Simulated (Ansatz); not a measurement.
## Phonons of InP (F-43m) against volume

Wanted: Grüneisen parameters and pressure coefficients of the modes of InP (F-43m).

Program: Ansatz 0.2.0. Level of theory: DFT r2SCAN, scalar-relativistic, plane waves, PAW; PAW set soft_1. Results are calculated unless marked as measured.

The database entry behind the starting cell differs from later determinations by our own check (0.1 to 0.3 % short, probably kX units), so it need not match the best structure at ambient conditions.

## Step 1: The starting structure

Symmetry: F-43m, No. 216, cubic system. The conventional cell has a = 5.861 Å, b = 5.861 Å, c = 5.861 Å, α = 90.00°, β = 90.00°, γ = 90.00°. Nearest to P lie 4 In at 2.54 Å. In has 4 P at 2.54 Å nearest. Farther neighbours are not listed.

Coordinates:

```cif
data_structure
_symmetry_space_group_name_H-M 'P 1'
_symmetry_Int_Tables_number 1
_cell_length_a 4.1444
_cell_length_b 4.1444
_cell_length_c 4.1444
_cell_angle_alpha 60.000
_cell_angle_beta 60.000
_cell_angle_gamma 60.000
_cell_volume 50.33
loop_
_atom_site_label
_atom_site_type_symbol
_atom_site_fract_x
_atom_site_fract_y
_atom_site_fract_z
_atom_site_occupancy
P1 P 0.75000 0.75000 0.75000 1
In2 In 0.00000 0.00000 0.00000 1
```

## Step 2: Bringing the structure to rest

The cell and atoms are relaxed, since residual forces and stress would shift the frequencies.

The input, input.yaml:

```yaml
crystal:
  lattice:
    - [0.0, 2.9305, 2.9305]
    - [2.9305, 0.0, 2.9305]
    - [2.9305, 2.9305, 0.0]
  atoms:
    - { symbol: P, position: [0.75, 0.75, 0.75] }
    - { symbol: In, position: [0.0, 0.0, 0.0] }
kpoints:
  mp_grid: { grid: [8, 8, 8] }
hamiltonian:
  xc: r2scan
  pseudopotentials: { kind: paw, azcp: { folder: soft_1 } }
scf:
  occupations: { method: gaussian, width: 0.02 }
output:
  forces: true
  stress: true
  eigenvalues: true
  write_density: true
  write_potential: true
  elf: true
  volumetric_format: npy
relax:
  adjacent_minimum: "off"
  f_tol: 0.005
  max_steps: 80
  cell: { stress_tol: 0.05 }
```

Command:

```
$ ansatz run input.yaml --threads 4 --pin off --max-ram 10240MiB --backend cpu --events-out ev --progress --plain --runs-dir out
```

Numbers of over 12 decimals in the logs are rounded to 6 here.

Output:

```text
Engine: ansatz 0.2.0, x86_64-unknown-linux-gnu
Pseudopotentials: kind: paw
Pseudopotential: P, paw, valence charge 5, recommended cutoff 500 eV (meta_gga), soft_1/P.paw.azcp
Pseudopotential: In, paw, valence charge 13, recommended cutoff 500 eV (meta_gga), soft_1/In.paw.azcp
Functional definition: r2SCAN
  parameter k0 = 0.174
  parameter k1 = 0.065
  parameter a1 = 4.9479
  exchange = r2scan_x(k0 = k0, k1 = k1, a1 = a1)
  correlation = r2scan_c
Crystal: 2 atoms, lattice volume = 50.333 Å³
Basis set: ecut = 500 eV, 1243 PW (Γ), exchange–correlation on 128×128×128 points (64 copies of the dense FFT grid, shifted against one another)
Bands: 13, of which v1, the nominal top of the filled ones, is band 9 counted from 1 (8 counted from 0)
Symmetry: 24 space group operations
Space group: F-43m (ITA 216), of the structure as read, at distance tolerance 3.7e-5 Å
k-points: 29 of 512 (time reversal used)
Non-local potential: P, projectors of the file, l = 0: 2, l = 1: 2, l = 2: 1
Non-local potential: In, projectors of the file, l = 0: 2, l = 1: 2, l = 2: 2, l = 3: 1
PAW form: soft (Blöchl's): semilocal exchange-correlation on the pseudo side does not see the compensation charge
PAW frozen core: P, regenerated for the run's functional (the file was generated under x = pbe(κ = 0.804, μ = 0.219515), c = pbe(β = 0.066725))
PAW frozen core: In, regenerated for the run's functional (the file was generated under x = pbe(κ = 0.804, μ = 0.219515), c = pbe(β = 0.066725))
PAW one-centre angular grid: P, 302 points (default); XC on 160 Gauss nodes
PAW one-centre angular grid: In, 590 points (default); XC on 160 Gauss nodes
Initial density: superposition of atomic densities (chi_scale 0.1, normalization cell, long waves kept (reshape's long-wave potential 0.00 eV rms))
Initial wavefunctions: pseudopotential atomic-orbital guess
Functional: x = r2scan, c = r2scan; τ floored in thin density (d = 2e-4 eV/Å³)
SCF iter   1: F=—  HF=-6371.881041 eV  |F-HF|=—  |Δ(HF+E_count)|=         —  Δρ=3.59e-2  dr2=8.11e-1  dr2_τ=2.42e-2  ethr=3.10e-3  ⟨swp⟩=6.7  Hψ=2667  notcnv=0
preconditioner: auto → none  [insulator: Δε(μ)=1.272 eV  Ē_g=15.330 eV  σ=0.020 eV  W_gap=1.00  n_scr=14 (ndim 8)  ℏωp=22.2 eV  f_vac=0.000  D(μ)=0.00/eV (n_scr^D=0)  ε∞_Penn≈3.1]
SCF iter   2: F=—  HF=-6371.777566 eV  |F-HF|=—  |Δ(HF+E_count)|=   1.03e-1  Δρ=1.67e-2  dr2=8.54e-2  dr2_τ=1.92e-3  ethr=3.10e-3  ⟨swp⟩=3.2  Hψ=863  notcnv=0
SCF iter   3: F=—  HF=-6371.793004 eV  |F-HF|=—  |Δ(HF+E_count)|=   1.54e-2  Δρ=5.91e-3  dr2=1.31e-2  dr2_τ=5.26e-4  ethr=4.74e-4  ⟨swp⟩=2.9  Hψ=633  notcnv=0
SCF iter   4: F=—  HF=-6371.794330 eV  |F-HF|=—  |Δ(HF+E_count)|=   1.33e-3  Δρ=9.04e-4  dr2=3.40e-4  dr2_τ=1.11e-5  ethr=7.29e-5  ⟨swp⟩=3.6  Hψ=773  notcnv=0
SCF iter   5: F=—  HF=-6371.794233 eV  |F-HF|=—  |Δ(HF+E_count)|=   9.72e-5  Δρ=1.72e-4  dr2=5.88e-6  dr2_τ=3.98e-7  ethr=1.89e-6  ⟨swp⟩=2.0  Hψ=646  notcnv=0
SCF iter   6: F=—  HF=-6371.794236 eV  |F-HF|=—  |Δ(HF+E_count)|=   2.87e-6  Δρ=2.36e-5  dr2=3.85e-7  dr2_τ=4.95e-9  ethr=3.27e-8  ⟨swp⟩=3.0  Hψ=666  notcnv=0
SCF iter   7: F=-6371.794236 eV  HF=-6371.794236 eV  |F-HF|=2.52e-9  |Δ(HF+E_count)|=   5.98e-8  Δρ=3.73e-6  dr2=7.59e-9  dr2_τ=9.86e-11  ethr=5.56e-10  ⟨swp⟩=12.0  Hψ=2993  notcnv=0
SCF 1 converged in 7 iterations: F = -6371.794236 eV  dr2 = 7.59e-9
  greatest PAW one-centre occupation: 0.981 electrons in one spin orbital (limit 2), on the In atom at site 1 (counted from 0), in its partial waves of l = 2
relax step   1: F+E_penalty+E_count = -6371.79423601 eV  Δ(F+E_penalty+E_count) = +0.000e0 eV  max|allowed force component| = 2.591e-16 eV/Å  Δτ_max = 0.0000 Å  P = +1.707 GPa  Ω = 50.333 Å³  (7 SCF iters, dr2 threshold 1.00e-7 eV, accepted)
Crystal: 2 atoms, lattice volume = 51.790 Å³
Basis set: ecut = 500 eV, 1363 PW (Γ), exchange–correlation on 128×128×128 points (64 copies of the dense FFT grid, shifted against one another)
Initial density: handed on by an earlier stage of this run
Initial wavefunctions: those handed on with the density
iter 1 solved again at ethr=3.61e-6 eV; its pass at ethr=3.10e-3 eV (dr2=6.49e-4 eV) is discarded
SCF iter   1: F=—  HF=-6371.788176 eV  |F-HF|=—  |Δ(HF+E_count)|=         —  Δρ=8.33e-4  dr2=6.14e-4  dr2_τ=3.48e-3  ethr=3.61e-6  ⟨swp⟩=2.0  Hψ=3016  notcnv=0
preconditioner: auto → none  [insulator: Δε(μ)=1.026 eV  Ē_g=15.342 eV  σ=0.020 eV  W_gap=1.00  n_scr=14 (ndim 8)  ℏωp=21.9 eV  f_vac=0.021  D(μ)=0.00/eV (n_scr^D=0)  ε∞_Penn≈3.0]
SCF iter   2: F=—  HF=-6371.800258 eV  |F-HF|=—  |Δ(HF+E_count)|=   1.21e-2  Δρ=7.68e-4  dr2=5.02e-4  dr2_τ=5.77e-6  ethr=3.41e-6  ⟨swp⟩=2.5  Hψ=789  notcnv=0
SCF iter   3: F=—  HF=-6371.800218 eV  |F-HF|=—  |Δ(HF+E_count)|=   3.97e-5  Δρ=3.79e-4  dr2=1.24e-4  dr2_τ=3.18e-6  ethr=2.79e-6  ⟨swp⟩=2.0  Hψ=587  notcnv=0
SCF iter   4: F=—  HF=-6371.800178 eV  |F-HF|=—  |Δ(HF+E_count)|=   3.98e-5  Δρ=7.42e-5  dr2=1.92e-6  dr2_τ=1.57e-7  ethr=6.86e-7  ⟨swp⟩=2.0  Hψ=478  notcnv=0
SCF iter   5: F=—  HF=-6371.800179 eV  |F-HF|=—  |Δ(HF+E_count)|=   7.39e-7  Δρ=2.48e-5  dr2=3.78e-7  dr2_τ=7.19e-9  ethr=1.07e-8  ⟨swp⟩=2.0  Hψ=612  notcnv=0
SCF iter   6: F=-6371.800179 eV  HF=-6371.800179 eV  |F-HF|=1.15e-8  |Δ(HF+E_count)|=   7.42e-8  Δρ=5.79e-6  dr2=2.24e-8  dr2_τ=4.27e-10  ethr=1.11e-9  ⟨swp⟩=11.9  Hψ=3111  notcnv=0
SCF 2 converged in 6 iterations: F = -6371.800179 eV  dr2 = 2.24e-8
relax step   2: F+E_penalty+E_count = -6371.80017873 eV  Δ(F+E_penalty+E_count) = -5.943e-3 eV  max|allowed force component| = 3.932e-17 eV/Å  Δτ_max = 0.0000 Å  P = -0.330 GPa  Ω = 51.790 Å³  energy of the carried Pulay correction = -7.644e-5 eV  (6 SCF iters, dr2 threshold 2.00e-7 eV, accepted)
Crystal: 2 atoms, lattice volume = 51.549 Å³
iter 1 solved again at ethr=9.72e-8 eV; its pass at ethr=3.10e-3 eV (dr2=1.75e-5 eV) is discarded
SCF iter   1: F=—  HF=-6371.800126 eV  |F-HF|=—  |Δ(HF+E_count)|=         —  Δρ=1.35e-4  dr2=1.63e-5  dr2_τ=9.12e-5  ethr=9.72e-8  ⟨swp⟩=3.1  Hψ=2904  notcnv=0
preconditioner: auto → none  [insulator: Δε(μ)=1.016 eV  Ē_g=15.368 eV  σ=0.020 eV  W_gap=1.00  n_scr=14 (ndim 8)  ℏωp=21.9 eV  f_vac=0.014  D(μ)=0.00/eV (n_scr^D=0)  ε∞_Penn≈3.0]
SCF iter   2: F=—  HF=-6371.800453 eV  |F-HF|=—  |Δ(HF+E_count)|=   3.27e-4  Δρ=1.24e-4  dr2=1.25e-5  dr2_τ=1.33e-7  ethr=9.04e-8  ⟨swp⟩=2.0  Hψ=672  notcnv=0
SCF iter   3: F=—  HF=-6371.800452 eV  |F-HF|=—  |Δ(HF+E_count)|=   1.18e-6  Δρ=5.33e-5  dr2=2.04e-6  dr2_τ=5.85e-8  ethr=6.96e-8  ⟨swp⟩=2.0  Hψ=489  notcnv=0
SCF iter   4: F=-6371.800451 eV  HF=-6371.800451 eV  |F-HF|=1.23e-8  |Δ(HF+E_count)|=   4.85e-7  Δρ=1.19e-5  dr2=5.74e-8  dr2_τ=2.50e-9  ethr=1.11e-9  ⟨swp⟩=9.2  Hψ=2993  notcnv=0
SCF 3 converged in 4 iterations: F = -6371.800451 eV  dr2 = 5.74e-8
relax step   3: F+E_penalty+E_count = -6371.80045142 eV  Δ(F+E_penalty+E_count) = -2.727e-4 eV  max|allowed force component| = 4.742e-17 eV/Å  Δτ_max = 0.0000 Å  P = -0.013 GPa  Ω = 51.549 Å³  energy of the carried Pulay correction = -6.391e-5 eV  (4 SCF iters, dr2 threshold 2.00e-7 eV, accepted)
Initial wavefunctions: pseudopotential atomic-orbital guess (no wavefunctions were taken with the density)
iter 1 solved again at ethr=1.19e-6 eV; its pass at ethr=3.10e-3 eV (dr2=2.14e-4 eV) is discarded
SCF iter   1: F=—  HF=-6371.799622 eV  |F-HF|=—  |Δ(HF+E_count)|=         —  Δρ=3.65e-4  dr2=1.28e-6  dr2_τ=4.54e-8  ethr=1.19e-6  ⟨swp⟩=3.5  Hψ=3758  notcnv=0
preconditioner: auto → none  [insulator: Δε(μ)=1.021 eV  Ē_g=15.367 eV  σ=0.020 eV  W_gap=1.00  n_scr=14 (ndim 8)  ℏωp=21.9 eV  f_vac=0.015  D(μ)=0.00/eV (n_scr^D=0)  ε∞_Penn≈3.0]
SCF iter   2: F=—  HF=-6371.800379 eV  |F-HF|=—  |Δ(HF+E_count)|=   7.57e-4  Δρ=1.82e-4  dr2=3.07e-7  dr2_τ=4.18e-6  ethr=7.14e-9  ⟨swp⟩=2.2  Hψ=591  notcnv=0
SCF iter   3: F=—  HF=-6371.800514 eV  |F-HF|=—  |Δ(HF+E_count)|=   1.35e-4  Δρ=1.29e-5  dr2=1.39e-8  dr2_τ=2.00e-8  ethr=1.71e-9  ⟨swp⟩=2.0  Hψ=501  notcnv=0
SCF iter   4: F=—  HF=-6371.800515 eV  |F-HF|=—  |Δ(HF+E_count)|=   7.08e-7  Δρ=1.06e-6  dr2=3.70e-10  dr2_τ=4.72e-11  ethr=7.73e-11  ⟨swp⟩=2.2  Hψ=515  notcnv=0
SCF iter   5: F=—  HF=-6371.800515 eV  |F-HF|=—  |Δ(HF+E_count)|=  1.07e-10  Δρ=4.78e-7  dr2=8.84e-11  dr2_τ=3.05e-12  ethr=2.06e-12  ⟨swp⟩=2.5  Hψ=654  notcnv=0
SCF iter   6: F=-6371.800515 eV  HF=-6371.800515 eV  |F-HF|=3.64e-12  |Δ(HF+E_count)|=  4.16e-10  Δρ=9.34e-8  dr2=6.69e-12  dr2_τ=5.32e-13  ethr=1.00e-12  ⟨swp⟩=5.9  Hψ=2043  notcnv=0
SCF 4 converged in 6 iterations: F = -6371.800515 eV  dr2 = 6.69e-12
relax step   4: F+E_penalty+E_count = -6371.80051501 eV  Δ(F+E_penalty+E_count) = -6.359e-5 eV  max|allowed force component| = 4.626e-17 eV/Å  Δτ_max = 0.0000 Å  P = -0.013 GPa  Ω = 51.549 Å³  stress off target by 1.28e-2 GPa  SCF on the basis re-selected at this cell (its energy is not comparable with the rows above)  (6 SCF iters)
basis re-selected at this cell: Δ(F+E_penalty+E_count) = -6.359e-5 eV, ΔP = +0.001 GPa vs the last step (what re-selecting the basis moved, of the pressure what is left beyond the Pulay correction that the steps carried, after the strain that the cell walked since its last selection, with what the two solves' SCF thresholds leave and, on support functions, any second-order correction that the steps lacked; it is no m [...]
SCF converged after 6 iterations
Free energy (F): -6371.800515 eV
Harris-Foulkes:  -6371.800515 eV  (|F-HF|=3.64e-12)
Internal energy: -6371.800515 eV  (E = F + TS)
E sigma→0 (E₀):  -6371.800515 eV
Fermi energy:    7.062772 eV
--- Per-component energies (eV) ---
  E_band       = -65.346803
  E_kinetic    = 286.778754
  E_local      = -1346.546677  (includes V_loc(G=0)·N_el)
  E_nonlocal   = 359.180871
  E_hartree    = 540.818703
  E_xc         = -199.140827
  E_vxc        = -159.173700  (∫ρ·V_xc dr)
  E_paw        = -4802.727282  (= ΣΔE_a)
  E_vpaw       = -296.578145  (= ΣTr[D̂ρ^β])
  E_aug_tail   = -0.000077  (compensation charges beyond the density's cutoff)
  E_vtau       = 9.354690  (kinetic-family band-sum trace: ∫τ·v_τ [+ j·A + Jᵃ·Aᵃ] dr)
  E_ewald      = -1211.038686
  E_core_change = 0.874707  (= ΣΔE_core)
  E_smearing   = -0.000000  (= −TS)
  E_closure    = -0.000000  (closes the sum)
  Σ components = -6371.800515   (vs F -6371.800515, Δ=0.00e0)
--- Forces (eV/Å), atoms counted from 1 ---
  atom   1  P      0.00000000    -0.00000000    -0.00000000
  atom   2  In    -0.00000000    -0.00000000     0.00000000
  max |Σ_I F_I| component: 7.17e-17 eV/Å
--- Stress (GPa, compression-positive) ---
       -0.012778      -0.000000       0.000000
       -0.000000      -0.012778       0.000000
       -0.000000       0.000000      -0.012778
  P = ⅓ Tr σ = -0.0128 GPa (-0.128 kbar)
--- Band table (eV; the first three rows and the last of 29) ---
  k-point 0: bands = [... 5 lower, -5.2819, 6.5518, 6.5518, 6.5518, 7.5733, 10.9764, 10.9764, 10.9764]
  k-point 1: bands = [... 5 lower, -5.1010, 5.0538, 6.3678, 6.3678, 8.4841, 11.1249, 11.2559, 11.2559]
  k-point 2: bands = [... 5 lower, -4.5980, 3.1129, 5.9968, 5.9968, 8.6474, 11.6828, 11.6828, 12.2281]
  k-point 28: bands = [... 5 lower, -2.8367, 0.9385, 3.5919, 3.6569, 11.1214, 11.2354, 12.5232, 13.1252]
--- Relaxed structure (3 steps of the walk, 3 accepted, 1 SCFs on fresh bases) ---
  F+E_penalty+E_count = -6371.80051501 eV   max|allowed force component| = 4.626e-17 eV/Å   (the final SCF, on the basis selected at the relaxed cell)
  cell:  # Å, volume = 51.5486 Å³
    - [0, 2.953899, 2.953899]
    - [2.953899, 0, 2.953899]
    - [2.953899, 2.953899, 0]
  atoms:
    - { symbol: P, position: [0.75, 0.75, 0.75] }
    - { symbol: In, position: [0, 0, 0] }
```

The job ended after 6.4 s (4 threads of Intel Xeon 6975P-C (Granite Rapids), shared host; peak memory 0.5 GiB).

The steps of the relaxation:

```
step  energy less that of the first step (eV)  largest force component (eV/Å)  pressure (GPa)  volume (Å³)
   1                                   0.0000                          0.0000            1.71        50.33
   2                                  -0.0059                          0.0000           -0.33        51.79
   3                                  -0.0062                          0.0000           -0.01        51.55
  4*                                  -0.0063                          0.0000           -0.01        51.55
```

Relaxation steps marked * repeat the geometry before them on a plane-wave basis chosen anew for their cell, so energy and pressure can jump there.

Forces are held to the 24 operations that the run works with; a distortion that breaks them can't arise in this run.

```
conventional cell, symmetrised  before  after  change
                         a (Å)   5.861  5.908  +0.8 %
                         b (Å)   5.861  5.908  +0.8 %
                         c (Å)   5.861  5.908  +0.8 %
              volume (Å³/atom)   25.17  25.77  +2.4 %
```

The relaxed structure:

```xyz
2
Lattice="0.0000 2.9539 2.9539 2.9539 0.0000 2.9539 2.9539 2.9539 0.0000" Properties=species:S:1:pos:R:3 pbc="T T T"
P     4.4308    4.4308    4.4308
In    0.0000    0.0000    0.0000
```

This step gave:

```
pressure          : -0.01278 GPa
gap on the k-mesh : 1.022 eV
volume per atom   : 25.77 Å³
```

ELF in the ac plane of a cell with a along [110], b along [-110] and c along [001] of the cube at fractional y = 0.000, with atoms of P and In within 0.2 Å of it. It is the smooth field of the valence electrons, not physical close to the nuclei.

Ten even steps from '_' (0.01) to '@' (0.86), each cell a mean:
```
__..::::::----::::::..____::::::------::::::__
..::::::..____..::::::..::::::....__....::::..
::::::..________..::::::::::....______..::::::
::....____________....::::....__________....::
....________________......__________________..
______________________________________________
__________....__________________......________
______..--====--..____________::======::______
____..==##%%%%**==..______..--++##%%##++--____
__..==##%%%%%%%%**==..____::++##%%%%%%##++::__
__::**%%##====##%%**::__..==##%%++==++%%##==..
..==##@@++____++@@##--..::**%%%%::__::%%%%++::
::--##@@##..::%%@@##--::::++@@@@==..==@@@@++::
::::==%%@@####@@%%==::::::--**@@@@##@@@@**::::
__..::++@@@@@@%%++::..__..::--##@@@@@@##--::..
____::--**####++--::______..::==**##**==::..__
```
Columns run along a (8.4 Å), rows up along c (5.9 Å), edges of the conventional cell, whose origin can differ from the input's. Atoms in or near the plane, at fractional coordinates: P at (0.75, 0.25), P at (0.25, 0.25), In at (0.50, 0.00), In at (0.00, 0.00).

Valence density in the ac plane of a cell with a along [110], b along [-110] and c along [001] of the cube at fractional y = 0.000, with atoms of P and In within 0.2 Å of it. It is the smooth field of the valence electrons, not physical close to the nuclei.

Ten steps, logarithmic in the rise over the least value, from '_' (0.01 × 1e0 e/Å³) to '@' (9.53 × 1e0 e/Å³), each cell a mean:
```
@@%%++::........::++%%@@@@##--..........--##@@
##**--..________..--**####==::..______..::++##
----..__________..::------::..__________..::--
......____________..........______________....
______________________________________________
______________________________________________
______________________________________________
________........________________......________
______..::::::::..__________....::::::....____
____..::--====--::..________..----==--::..____
__..::--========--::..____..::--==--==--::..__
....::--==::::==--::......::--==--..--==--::..
::::--====----====--::::::::--====::====--::::
++==----========----==++++----==========----++
%%##==------------==##%%%%**--------------**%%
@@%%++--::::::::--++%%@@@@##==::::::::::==##@@
```
Columns run along a (8.4 Å), rows up along c (5.9 Å), edges of the conventional cell, whose origin can differ from the input's. Atoms in or near the plane, at fractional coordinates: P at (0.75, 0.25), P at (0.25, 0.25), In at (0.50, 0.00), In at (0.00, 0.00).

Electrostatic potential energy in the ac plane of a cell with a along [110], b along [-110] and c along [001] of the cube at fractional y = 0.000, with atoms of P and In within 0.2 Å of it. With pseudopotentials it is smooth inside the atoms' cores, unlike the true potential.

Values in eV, 9 rows by 16 columns, each cell a mean:
```
-29 -18   4   9  10   7  -9 -28 -29 -18   4   9  10   7  -9 -28
 -4   3   8  10  10   9   6  -2  -4   3   8  10  10   9   6  -2
  9  10  10  10  10  10  10  10   9  10  10  10  10  10  10  10
 11  11  11  10  10  11  11  11  11  11  11  10  10  11  11  11
 11  11  10   9   8  10  11  11  11  11  10   9   8  10  11  11
 11  10   4 -13 -17   0   9  11  11  10   4 -13 -17   0   9  11
  8   8  -8 -38 -40 -20   6   8   8   8  -8 -38 -40 -20   6   8
-12  -1  -1 -23 -27  -7   2  -9 -12  -1  -1 -23 -27  -7   2  -9
-30 -21   3   6   6   5 -12 -30 -30 -21   3   6   6   5 -12 -30
```
Columns run along a (8.4 Å; values clipped at the 3rd and 97th percentile), rows up along c (5.9 Å), edges of the conventional cell, whose origin can differ from the input's. Atoms in or near the plane, at fractional coordinates: P at (0.75, 0.25), P at (0.25, 0.25), In at (0.50, 0.00), In at (0.00, 0.00).

In this step the volume went from 25.17 to 25.77 Å³/atom.

(Part 1 of 3 ends here.)

[Logs are printed without paths, hosts, clocks, repeated set-up lines and the standing remarks that a program may print on its own settings, such as how far it seeks lower states.]

[Hosts, paths, dates, database ids (printed as entryN), source tags and the programs' standing remarks are cut or masked in the printed files.]
